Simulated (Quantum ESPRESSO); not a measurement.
**How volume moves the moments of MnSi**

Wanted: the trend of the moments of MnSi with volume.

Method: LDA; plane waves with GBRV 1.5 LDA potentials, no spin-orbit coupling, in Quantum ESPRESSO 7.5.

The database entry behind the starting cell differs from later determinations by our own check (0.1 to 0.3 % short, probably kX units), so it need not match the best structure at ambient conditions.

### Step 1. The starting structure

It takes space group P2_13 (No. 198, cubic). Conventional cell: a = 4.548 Å, b = 4.548 Å, c = 4.548 Å, α = 90.00°, β = 90.00°, γ = 90.00°. Mn has 7 Si at 2.30 to 2.53 Å nearest. Si has 7 Mn at 2.30 to 2.53 Å nearest. Farther neighbours are not listed.

The cell comes from the Crystallography Open Database.

### Step 2. Volume 0.94, ferro ++++

All lengths scale alike; the factor is that of the volume. Atoms keep their fractional places. Seeded atoms are those given a starting moment.

pw.in reads:

```
&CONTROL
  calculation = 'scf'
  prefix = 'pwscf'
  outdir = './tmp'
  pseudo_dir = './pseudo'
  disk_io = 'nowf'
  tprnfor = .true.
  tstress = .true.
/
&SYSTEM
  ibrav = 0
  nat = 8
  ntyp = 2
  ecutwfc = 40
  ecutrho = 280
  nbnd = 57
  occupations = 'smearing'
  smearing = 'fd'
  degauss = 0.00734986
  nspin = 2
  starting_magnetization(1) = 0.2333
  starting_magnetization(2) = 0
/
&ELECTRONS
  conv_thr = 1.6d-08
  electron_maxstep = 150
  mixing_beta = 0.3
/
ATOMIC_SPECIES
Mn     54.9380 mn_lda_v1.5.uspp.F.UPF
Si     28.0850 si_lda_v1.uspp.F.UPF
CELL_PARAMETERS angstrom
   4.4551576224    0.0000000000    0.0000000000
   0.0000000000    4.4551576224    0.0000000000
   0.0000000000    0.0000000000    4.4551576224
ATOMIC_POSITIONS crystal
Mn      0.1380000000    0.1380000000    0.1380000000
Mn      0.3620000000    0.8620000000    0.6380000000
Mn      0.6380000000    0.3620000000    0.8620000000
Mn      0.8620000000    0.6380000000    0.3620000000
Si      0.8460000000    0.8460000000    0.8460000000
Si      0.6540000000    0.1540000000    0.3460000000
Si      0.3460000000    0.6540000000    0.1540000000
Si      0.1540000000    0.3460000000    0.6540000000
K_POINTS automatic
6 6 6 0 0 0
```

On the command line:

```console
$ OMP_NUM_THREADS=1 mpirun -n 2 pw.x -nk 2 -in pw.in > pw.out
```

What it wrote:

```text
Program PWSCF v.7.5 starts

     Message from routine setup:
     using ibrav=0 with symmetry is DISCOURAGED, use correct ibrav instead

     K-points division:     npool     =       2
     Subspace diagonalization in iterative solution of the eigenvalue problem:

     bravais-lattice index     =            0
     lattice parameter (alat)  =       8.4190  a.u.
     unit-cell volume          =     596.7409 (a.u.)^3
     number of atoms/cell      =            8
     number of atomic types    =            2
     number of electrons       =        76.00
     number of Kohn-Sham states=           57
     kinetic-energy cutoff     =      40.0000  Ry
     charge density cutoff     =     280.0000  Ry
     scf convergence threshold =      1.6E-08
     mixing beta               =       0.3000
     number of iterations used =            8  plain     mixing
     Exchange-correlation= SLA  PZ   NOGX NOGC
                           (   1   1   0   0   0   0   0)

     celldm(1)=   8.419028  celldm(2)=   0.000000  celldm(3)=   0.000000
     celldm(4)=   0.000000  celldm(5)=   0.000000  celldm(6)=   0.000000

     crystal axes: (cart. coord. in units of alat)
               a(1) = (   1.000000   0.000000   0.000000 )
               a(2) = (   0.000000   1.000000   0.000000 )
               a(3) = (   0.000000   0.000000   1.000000 )

     reciprocal axes: (cart. coord. in units 2 pi/alat)
               b(1) = (  1.000000  0.000000  0.000000 )
               b(2) = (  0.000000  1.000000  0.000000 )
               b(3) = (  0.000000  0.000000  1.000000 )

     PseudoPot. # 1 for Mn read from file:
     mn_lda_v1.5.uspp.F.UPF
     Pseudo is Ultrasoft + core correction, Zval = 15.0

     PseudoPot. # 2 for Si read from file:
     si_lda_v1.uspp.F.UPF
     Pseudo is Ultrasoft + core correction, Zval =  4.0

     atomic species   valence    mass     pseudopotential
     Mn               15.00    54.93800     Mn( 1.00)
     Si                4.00    28.08500     Si( 1.00)

     Starting magnetic structure
     atomic species   magnetization
     Mn              0.233
     Si              0.000

     12 Sym. Ops. (no inversion) found ( 9 have fractional translation)

   Cartesian axes

     site n.     atom                  positions (alat units)
         1        Mn     tau(   1) = (   0.1380000   0.1380000   0.1380000  )
         2        Mn     tau(   2) = (   0.3620000   0.8620000   0.6380000  )
         3        Mn     tau(   3) = (   0.6380000   0.3620000   0.8620000  )
         4        Mn     tau(   4) = (   0.8620000   0.6380000   0.3620000  )
         5        Si     tau(   5) = (   0.8460000   0.8460000   0.8460000  )
         6        Si     tau(   6) = (   0.6540000   0.1540000   0.3460000  )
         7        Si     tau(   7) = (   0.3460000   0.6540000   0.1540000  )
         8        Si     tau(   8) = (   0.1540000   0.3460000   0.6540000  )

     number of k points=    24  Fermi-Dirac smearing, width (Ry)=  0.0073
                       cart. coord. in units 2pi/alat
        k(    1) = (   0.0000000   0.0000000   0.0000000), wk =   0.0046296
        k(    2) = (   0.0000000   0.0000000   0.1666667), wk =   0.0277778
        k(    3) = (   0.0000000   0.0000000   0.3333333), wk =   0.0277778
        k(    4) = (   0.0000000   0.0000000  -0.5000000), wk =   0.0138889
        k(    5) = (   0.0000000   0.1666667   0.1666667), wk =   0.0555556
        [... 19 further k-points ...]

     Dense  grid:    47257 G-vectors     FFT dimensions: (  48,  48,  48)

     Smooth grid:    20341 G-vectors     FFT dimensions: (  36,  36,  36)

     Check: negative core charge=   -0.000041
     Generating pointlists ...
     new r_m :   0.2086 (alat units)  1.7564 (a.u.) for type    1
     new r_m :   0.2086 (alat units)  1.7564 (a.u.) for type    2

     Initial potential from superposition of free atoms

     starting charge      73.9973, renormalised to      76.0000
     Starting wfcs are   68 randomized atomic wfcs

     Self-consistent Calculation

     iteration #  1     ecut=    40.00 Ry     beta= 0.30
     Davidson diagonalization with overlap
     ethr =  1.00E-02,  avg # of iterations =  4.7

     total energy              =    -881.63448242 Ry
     estimated scf accuracy    <       7.06498854 Ry

     total magnetization       =     5.52 Bohr mag/cell
     absolute magnetization    =     6.66 Bohr mag/cell

     iteration #  2     ecut=    40.00 Ry     beta= 0.30
     Davidson diagonalization with overlap
     ethr =  9.30E-03,  avg # of iterations =  2.2

     total energy              =    -883.13858919 Ry
     estimated scf accuracy    <       3.06067693 Ry

     total magnetization       =     7.42 Bohr mag/cell
     absolute magnetization    =     8.48 Bohr mag/cell

     [... further iterations left out ...]

     iteration # 22     ecut=    40.00 Ry     beta= 0.30
     Davidson diagonalization with overlap
     ethr =  4.19E-09,  avg # of iterations =  3.7

     total energy              =    -883.63820771 Ry
     estimated scf accuracy    <       0.00000060 Ry

     total magnetization       =     2.22 Bohr mag/cell
     absolute magnetization    =     2.47 Bohr mag/cell

     iteration # 23     ecut=    40.00 Ry     beta= 0.30
     Davidson diagonalization with overlap
     ethr =  7.89E-10,  avg # of iterations =  4.1

     Magnetic moment per site  (integrated on atomic sphere of radius R)
     atom   1 (R=0.209)  charge= 12.9433  magn=  0.5562
     atom   2 (R=0.209)  charge= 12.9433  magn=  0.5562
     atom   3 (R=0.209)  charge= 12.9433  magn=  0.5562
     atom   4 (R=0.209)  charge= 12.9433  magn=  0.5562
     atom   5 (R=0.209)  charge=  1.7103  magn= -0.0165
     atom   6 (R=0.209)  charge=  1.7103  magn= -0.0165
     atom   7 (R=0.209)  charge=  1.7103  magn= -0.0165
     atom   8 (R=0.209)  charge=  1.7103  magn= -0.0165

     End of self-consistent calculation

     [... lines left out ...]
     the Fermi energy is    16.3979 ev

!    total energy              =    -883.63821936 Ry
     estimated scf accuracy    <       0.00000002 Ry
     smearing contrib. (-TS)   =      -0.01805549 Ry
     internal energy E=F+TS    =    -883.62016387 Ry

     The total energy is F=E-TS. E is the sum of the following terms:
     one-electron contribution =    -444.16198110 Ry
     hartree contribution      =     265.91187774 Ry
     xc contribution           =    -123.25550285 Ry
     ewald contribution        =    -582.11455766 Ry

     total magnetization       =     2.26 Bohr mag/cell
     absolute magnetization    =     2.52 Bohr mag/cell

     convergence has been achieved in  23 iterations

     Forces acting on atoms (cartesian axes, Ry/au):

     atom    1 type  1   force =    -0.00306590   -0.00306590   -0.00306590
     atom    2 type  1   force =     0.00306590    0.00306590   -0.00306590
     atom    3 type  1   force =    -0.00306590    0.00306590    0.00306590
     atom    4 type  1   force =     0.00306590   -0.00306590    0.00306590
     atom    5 type  2   force =    -0.00212322   -0.00212322   -0.00212322
     atom    6 type  2   force =     0.00212322    0.00212322   -0.00212322
     atom    7 type  2   force =    -0.00212322    0.00212322    0.00212322
     atom    8 type  2   force =     0.00212322   -0.00212322    0.00212322

     Total force =     0.012919     Total SCF correction =     0.000090

     Computing stress (Cartesian axis) and pressure

          total   stress  (Ry/bohr**3)                   (kbar)     P=      -45.83
  -0.00031156   0.00000000   0.00000000          -45.83        0.00        0.00
   0.00000000  -0.00031156   0.00000000            0.00      -45.83        0.00
   0.00000000   0.00000000  -0.00031156            0.00        0.00      -45.83

=------------------------------------------------------------------------------=
   JOB DONE.
=------------------------------------------------------------------------------=
```

Wall time 3 min (2 MPI ranks of Arm Neoverse V1, shared host); peak memory 0.3 GiB; 6.1 min of CPU time.

Spin moment in the atom's sphere by atom:

| atom | spin moment in the atom's sphere (μB) |
| --- | --- |
| Mn1 | 0.556 |
| Mn2 | 0.556 |
| Mn3 | 0.556 |
| Mn4 | 0.556 |
| Si5 | -0.017 |
| Si6 | -0.017 |
| Si7 | -0.017 |
| Si8 | -0.017 |

Read from the output:

```
smearing term TS       : 0.2457 eV
pressure               : -4.583 GPa
magnetization          : 2.258 μB
absolute magnetization : 2.517 μB
final state            : ferromagnetic
```

### Step 3. Volume 0.94, antiferro ++--

Changes to pw.in since step 2:

```diff
@@ -12,6 +12,6 @@
   nat = 8
-  ntyp = 2
+  ntyp = 3
   ecutwfc = 40
   ecutrho = 280
-  nbnd = 57
+  nbnd = 50
   occupations = 'smearing'
@@ -21,3 +21,4 @@
   starting_magnetization(1) = 0.2333
-  starting_magnetization(2) = 0
+  starting_magnetization(2) = -0.2333
+  starting_magnetization(3) = 0
 /
@@ -29,3 +30,4 @@
 ATOMIC_SPECIES
-Mn     54.9380 mn_lda_v1.5.uspp.F.UPF
+Mn1    54.9380 mn_lda_v1.5.uspp.F.UPF
+Mn2    54.9380 mn_lda_v1.5.uspp.F.UPF
 Si     28.0850 si_lda_v1.uspp.F.UPF
@@ -36,6 +38,6 @@
 ATOMIC_POSITIONS crystal
-Mn      0.1380000000    0.1380000000    0.1380000000
-Mn      0.3620000000    0.8620000000    0.6380000000
-Mn      0.6380000000    0.3620000000    0.8620000000
-Mn      0.8620000000    0.6380000000    0.3620000000
+Mn1     0.1380000000    0.1380000000    0.1380000000
+Mn1     0.3620000000    0.8620000000    0.6380000000
+Mn2     0.6380000000    0.3620000000    0.8620000000
+Mn2     0.8620000000    0.6380000000    0.3620000000
 Si      0.8460000000    0.8460000000    0.8460000000
```

What it wrote:

```text
     [... lines left out ...]
Program PWSCF v.7.5 starts
     [... lines left out ...]
     number of atoms/cell      =            8
     [... lines left out ...]
     number of electrons       =        76.00
     number of Kohn-Sham states=           50
     kinetic-energy cutoff     =      40.0000  Ry
     charge density cutoff     =     280.0000  Ry
     scf convergence threshold =      1.6E-08
     [... lines left out ...]
      2 Sym. Ops. (no inversion) found ( 1 have fractional translation)
     [... lines left out ...]
     number of k points=    80  Fermi-Dirac smearing, width (Ry)=  0.0073
     [... lines left out ...]
     iteration # 19     ecut=    40.00 Ry     beta= 0.30
     [... lines left out ...]
     Magnetic moment per site  (integrated on atomic sphere of radius R)
     atom   1 (R=0.209)  charge= 12.9433  magn=  0.0012
     atom   2 (R=0.209)  charge= 12.9433  magn=  0.0012
     atom   3 (R=0.209)  charge= 12.9432  magn=  0.0011
     atom   4 (R=0.209)  charge= 12.9432  magn=  0.0011
     atom   5 (R=0.209)  charge=  1.7097  magn= -0.0000
     atom   6 (R=0.209)  charge=  1.7097  magn= -0.0000
     atom   7 (R=0.209)  charge=  1.7095  magn= -0.0000
     atom   8 (R=0.209)  charge=  1.7095  magn= -0.0000
     [... lines left out ...]
     the Fermi energy is    16.3801 ev
!    total energy              =    -883.63715475 Ry
     estimated scf accuracy    <       0.00000001 Ry
     smearing contrib. (-TS)   =      -0.02163109 Ry
     [... lines left out ...]
     total magnetization       =     0.00 Bohr mag/cell
     absolute magnetization    =     0.01 Bohr mag/cell
     convergence has been achieved in  19 iterations
     [... lines left out ...]
     Total force =     0.011705     Total SCF correction =     0.000048
     [... lines left out ...]
          total   stress  (Ry/bohr**3)                   (kbar)     P=      -52.70
     [... lines left out ...]
```

It took 7.2 min on 2 MPI ranks; peak memory 0.62 GiB; 14 min of CPU time.

Spin moment in the atom's sphere by atom:

```
atom  spin moment in the atom's sphere (μB)
 Mn1                                 0.0012
 Mn2                                 0.0012
 Mn3                                 0.0011
 Mn4                                 0.0011
 Si5                                 0.0000
 Si6                                 0.0000
 Si7                                 0.0000
 Si8                                 0.0000
```

Read from the output:

```yaml
smearing_term_ts: 0.2943 eV
pressure: -5.270 GPa
magnetization: 0.005 μB
absolute_magnetization: 0.005 μB
final_state: non-magnetic
```

### Step 4. Volume 0.94, no spin polarisation

pw.in reads:

```
&CONTROL
  calculation = 'scf'
  prefix = 'pwscf'
  outdir = './tmp'
  pseudo_dir = './pseudo'
  disk_io = 'nowf'
  tprnfor = .true.
  tstress = .true.
/
&SYSTEM
  ibrav = 0
  nat = 8
  ntyp = 2
  ecutwfc = 40
  ecutrho = 280
  nbnd = 50
  occupations = 'smearing'
  smearing = 'fd'
  degauss = 0.00734986
/
&ELECTRONS
  conv_thr = 1.6d-08
  electron_maxstep = 150
  mixing_beta = 0.3
/
ATOMIC_SPECIES
Mn     54.9380 mn_lda_v1.5.uspp.F.UPF
Si     28.0850 si_lda_v1.uspp.F.UPF
CELL_PARAMETERS angstrom
   4.4551576224    0.0000000000    0.0000000000
   0.0000000000    4.4551576224    0.0000000000
   0.0000000000    0.0000000000    4.4551576224
ATOMIC_POSITIONS crystal
Mn      0.1380000000    0.1380000000    0.1380000000
Mn      0.3620000000    0.8620000000    0.6380000000
Mn      0.6380000000    0.3620000000    0.8620000000
Mn      0.8620000000    0.6380000000    0.3620000000
Si      0.8460000000    0.8460000000    0.8460000000
Si      0.6540000000    0.1540000000    0.3460000000
Si      0.3460000000    0.6540000000    0.1540000000
Si      0.1540000000    0.3460000000    0.6540000000
K_POINTS automatic
6 6 6 0 0 0
```

What it wrote:

```text
     [... lines left out ...]
Program PWSCF v.7.5 starts
     [... lines left out ...]
     number of atoms/cell      =            8
     [... lines left out ...]
     number of electrons       =        76.00
     number of Kohn-Sham states=           50
     kinetic-energy cutoff     =      40.0000  Ry
     charge density cutoff     =     280.0000  Ry
     scf convergence threshold =      1.6E-08
     [... lines left out ...]
     12 Sym. Ops. (no inversion) found ( 9 have fractional translation)
     [... lines left out ...]
     number of k points=    24  Fermi-Dirac smearing, width (Ry)=  0.0073
     [... lines left out ...]
     iteration # 11     ecut=    40.00 Ry     beta= 0.30
     [... lines left out ...]
     the Fermi energy is    16.3803 ev
!    total energy              =    -883.63715911 Ry
     estimated scf accuracy    <          8.8E-10 Ry
     smearing contrib. (-TS)   =      -0.02163080 Ry
     [... lines left out ...]
     convergence has been achieved in  11 iterations
     [... lines left out ...]
     Total force =     0.011707     Total SCF correction =     0.000013
     [... lines left out ...]
          total   stress  (Ry/bohr**3)                   (kbar)     P=      -53.56
     [... lines left out ...]
```

The job ended after 45 s (2 MPI ranks; peak memory 0.33 GiB; 90 s of CPU time).

Numbers from this step:

| Quantity | Value |
| --- | --- |
| smearing term TS | 0.2943 eV |
| pressure | -5.356 GPa |
| final state | non-magnetic (no spin polarisation) |

### Step 5. Volume 1.06, no spin polarisation

Changes to pw.in since step 4:

```diff
@@ -29,5 +29,5 @@
 CELL_PARAMETERS angstrom
-   4.4551576224    0.0000000000    0.0000000000
-   0.0000000000    4.4551576224    0.0000000000
-   0.0000000000    0.0000000000    4.4551576224
+   4.6371991164    0.0000000000    0.0000000000
+   0.0000000000    4.6371991164    0.0000000000
+   0.0000000000    0.0000000000    4.6371991164
 ATOMIC_POSITIONS crystal
```

What it wrote:

```text
     [... lines left out ...]
Program PWSCF v.7.5 starts
     [... lines left out ...]
     number of atoms/cell      =            8
     [... lines left out ...]
     number of electrons       =        76.00
     number of Kohn-Sham states=           50
     kinetic-energy cutoff     =      40.0000  Ry
     charge density cutoff     =     280.0000  Ry
     scf convergence threshold =      1.6E-08
     [... lines left out ...]
     12 Sym. Ops. (no inversion) found ( 9 have fractional translation)
     [... lines left out ...]
     number of k points=    24  Fermi-Dirac smearing, width (Ry)=  0.0073
     [... lines left out ...]
     iteration # 13     ecut=    40.00 Ry     beta= 0.30
     [... lines left out ...]
     the Fermi energy is    14.1922 ev
!    total energy              =    -883.54857900 Ry
     estimated scf accuracy    <          1.4E-09 Ry
     smearing contrib. (-TS)   =      -0.02521248 Ry
     [... lines left out ...]
     convergence has been achieved in  13 iterations
     [... lines left out ...]
     Total force =     0.040038     Total SCF correction =     0.000025
     [... lines left out ...]
          total   stress  (Ry/bohr**3)                   (kbar)     P=     -264.14
     [... lines left out ...]
```

Run time: 58 s. Hardware: 2 MPI ranks; peak memory 0.28 GiB.

Read from the output:

```yaml
smearing_term_ts: 0.3430 eV
pressure: -26.41 GPa
final_state: non-magnetic (no spin polarisation)
```

### Step 6. All points

The runs not shown differ from these in the moved quantity alone.

States, by row:

| volume | ferro ++++ | antiferro ++-- | no spin polarisation |
| --- | --- | --- | --- |
| 0.94 | ferromagnetic | non-magnetic | non-magnetic |
| 0.97 | ferromagnetic | - | non-magnetic |
| 1 | ferromagnetic | - | non-magnetic |
| 1.03 | ferromagnetic | - | non-magnetic |
| 1.06 | ferromagnetic | - | non-magnetic |
| 1.1 | ferromagnetic | antiferromagnetic | - |

Table of largest site moment by volume:

```
volume (factor)  ferro ++++ (μB)  antiferro ++-- (μB)
         0.9400            0.556              0.00118
         0.9700            0.687                    -
         1.0000            0.798                    -
         1.0300            0.900                    -
         1.0600             1.01                    -
         1.1000             1.24                0.702
```

Energy less that of the parallel start against volume; values in meV a seeded atom:

```
volume (factor)  antiferro ++--  no spin polarisation
         0.9400            3.62                  3.61
         0.9700               -                  7.97
         1.0000               -                  13.8
         1.0300               -                  21.0
         1.0600               -                  29.6
         1.1000            40.1                     -
```

Energy over the lowest against volume; values in meV an atom:

```csv
volume (factor),ferro ++++,antiferro ++--,no spin polarisation
0.9400,0,1.81,1.80
0.9700,17.2,-,21.1
1.0000,47.2,-,54.1
1.0300,88.0,-,98.5
1.0600,138,-,152
1.1000,214,234,-
```

### Step 7. Outcome

| Property | Result |
| --- | --- |
| moment, parallel start | 0.556 to 1.24 μB |
| states met from these starts | antiferromagnetic, ferromagnetic and non-magnetic |

What this shows: The moment of the parallel start goes from 0.556 μB at 0.94 to 1.24 μB at 1.1. The net moment of the cell goes from 2.26 to 4.83 μB. The radius of the spheres follows the nearest distance, so part of the change of the site moments is the spheres'. Some or all runs of the second start lost their moments or typed signs, and their energies are those of the state reached. The largest moment of the start antiferro ++-- lies between 0.00118 and 0.702 μB. Dashes mark runs that did not finish or were not started for lack of time. The start antiferro ++-- lies over the parallel one at every finished point, by 3.62 to 40.1 meV a seeded atom. Energies are free energies at an electronic temperature of 1160 K, which lowers moments and differences where the moments are itinerant.

[Logs and program files are shortened in this print: banners, set-up blocks, solver, clock and traceback lines can be left out without a mark of their own.]

[Logs are printed without paths, hosts, clocks, repeated set-up lines and the standing remarks that a program may print on its own settings, such as how far it seeks lower states.]

[Hosts, paths, dates, database ids (printed as entryN), source tags and the programs' standing remarks are cut or masked in the printed files.]

[Where a cell is said to come from a database of computed structures, the database is the Materials Project.]
